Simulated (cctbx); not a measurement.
# What is wrong with this refinement?

Cell a = 19.3140 Å, b = 6.3910 Å, c = 12.2520 Å, α = 90.00°, β = 106.35°, γ = 90.00°; space group C2/m (no. 12). The compound is Sm9Ni6S19.

Simulated single-crystal data (cctbx): Cu Kα, λ = 1.54184 Å, to d = 0.8 Å, 95 % of the full sphere, strongest reflection 5000 counts, noise from counting, a 2 % proportional error and a noise floor of 2 counts (s.d.); no absorption, and some extinction, which the refinements don't model.

An anisotropic refinement with weights 1/σ² prints:

```text
Rint 0.051, 1614 unique reflections to 0.80 A
cycle     R1     wR2    GooF  max shift (A)
   1  0.1274  0.2622   4.341   0.03664
   3  0.1243  0.2500   4.138   0.00005
final R1 0.1243 wR2 0.2500 GooF 4.138  parameters 86  data/parameter 18.8
atom        x        y        z      Ueq    occ   su(xyz)  su(Uiso or U11)
Sm1    0.89305  0.00000  0.36531   0.0022  1.000  0.00022  0.0012  NPD
Sm2    0.55339  0.00000  0.34521   0.0035  1.000  0.00022  0.0012
Sm3    0.73222  0.50000  0.35539   0.0022  1.000  0.00023  0.0012
Sm4    0.00000  0.50000  0.00000   0.0043  1.000  0.00000  0.0017
Sm5    0.65698  0.50000  0.00164   0.0033  1.000  0.00023  0.0013
Ni1    0.96740  0.00000  0.80135   0.0088  1.000  0.00074  0.0044
Ni2    0.63946  0.00000  0.83138   0.0097  1.000  0.00081  0.0047
Ni3    0.80368  0.50000  0.82849   0.0065  1.000  0.00081  0.0038
S1     0.00000  0.00000  0.00000   0.0099  1.000  0.00000  0.0081
S2     0.88278  0.26153  0.80923   0.0081  1.000  0.00146  0.0044
S3     0.72174  0.73973  0.83753   0.0087  1.000  0.00136  0.0040  NPD
S4     0.94004  0.00000  0.59341   0.0087  1.000  0.00105  0.0057  NPD
S5     0.60623  0.00000  0.57103   0.0116  1.000  0.00107  0.0068
S6     0.74360  0.50000  0.58052   0.0072  1.000  0.00102  0.0060
difference map: max 40.70 min -5.47 rms 1.45
Q1    0.0577  0.2588  0.8173    8   42.48  2.18 A from Ni2
Q2    0.1471  0.0000  0.0034    4    8.75  0.20 A from Sm5
Q3    0.2351  0.0000  0.3558    4    8.10  0.05 A from Sm3
Q4    0.0414  0.5000  0.3365    4    7.22  0.23 A from Sm2
Q5    0.1115  0.0000  0.6147    4    4.44  0.28 A from Sm1
Q6    0.2281  0.2624  0.8560    8    4.37  0.27 A from S3
```

**Question.** Can this result stand? If not, what is the likely fault?

Mend it. The fault: an atom left out, S at (0.5590, 0.2425, 0.8173). Against the right model at the same level, R1 goes from 0.0277 to 0.1243 and GooF from 0.94 to 4.14, the top difference peak, 42.5 e/Å³, lies 2.18 Å from Ni2 and Sm1, S3 and S4 go non-positive-definite. Q1 is the missing atom. With scattering power missing, scale and phases suffer, so peaks may also grow on the heavy atoms.

The compound is Sm9Ni6S19. The right model at the same level gives:

```text
Rint 0.051, 1614 unique reflections to 0.80 A
cycle     R1     wR2    GooF  max shift (A)
   1  0.0337  0.0685   1.138   0.00371
   2  0.0277  0.0569   0.944   0.00000
final R1 0.0277 wR2 0.0569 GooF 0.944  parameters 95  data/parameter 17.0
atom        x        y        z      Ueq    occ   su(xyz)  su(Uiso or U11)
Sm1    0.89290  0.00000  0.36587   0.0041  1.000  0.00005  0.0003
Sm2    0.55318  0.00000  0.34501   0.0046  1.000  0.00005  0.0003
Sm3    0.73230  0.50000  0.35537   0.0031  1.000  0.00005  0.0003
Sm4    0.00000  0.50000  0.00000   0.0049  1.000  0.00000  0.0004
Sm5    0.65655  0.50000  0.00146   0.0043  1.000  0.00005  0.0003
Ni1    0.96677  0.00000  0.80059   0.0069  1.000  0.00017  0.0009
Ni2    0.63999  0.00000  0.83228   0.0099  1.000  0.00018  0.0010
Ni3    0.80414  0.50000  0.82827   0.0084  1.000  0.00018  0.0009
S1     0.00000  0.00000  0.00000   0.0062  1.000  0.00000  0.0017
S2     0.88163  0.26101  0.80775   0.0051  1.000  0.00029  0.0008
S3     0.55896  0.24268  0.81704   0.0083  1.000  0.00031  0.0009
S4     0.72252  0.73919  0.84062   0.0144  1.000  0.00034  0.0010
S5     0.93979  0.00000  0.59259   0.0112  1.000  0.00025  0.0013
S6     0.60776  0.00000  0.57205   0.0111  1.000  0.00025  0.0013
S7     0.74276  0.50000  0.58025   0.0087  1.000  0.00024  0.0013
difference map: max 1.72 min -1.99 rms 0.37
Q1    0.1775  0.0000  0.8187    4    1.83  1.74 A from S4
Q2    0.0718  0.0000  0.5762    4    1.75  0.83 A from Sm1
Q3    0.1498  0.0000  0.4148    4    1.74  1.71 A from S5
Q4    0.1924  0.5000  0.6898    4    1.60  1.69 A from Sm3
Q5    0.2193  0.5000  0.8928    4    1.50  1.50 A from Ni2
Q6    0.1805  0.5000  0.9712    4    1.41  1.66 A from Ni2
```

Isotropic U is held between 0.0001 and 1 Å² by the program, and listed peak heights are interpolated, so they can pass the grid's maximum.

The model is made up (kin elements in a known structure type, no relaxation), so it says nothing on whether the phase exists.

[Middle refinement cycles are left out of these outputs.]

[Logs are printed without paths, hosts, clocks, repeated set-up lines and the standing remarks that a program may print on its own settings, such as how far it seeks lower states.]
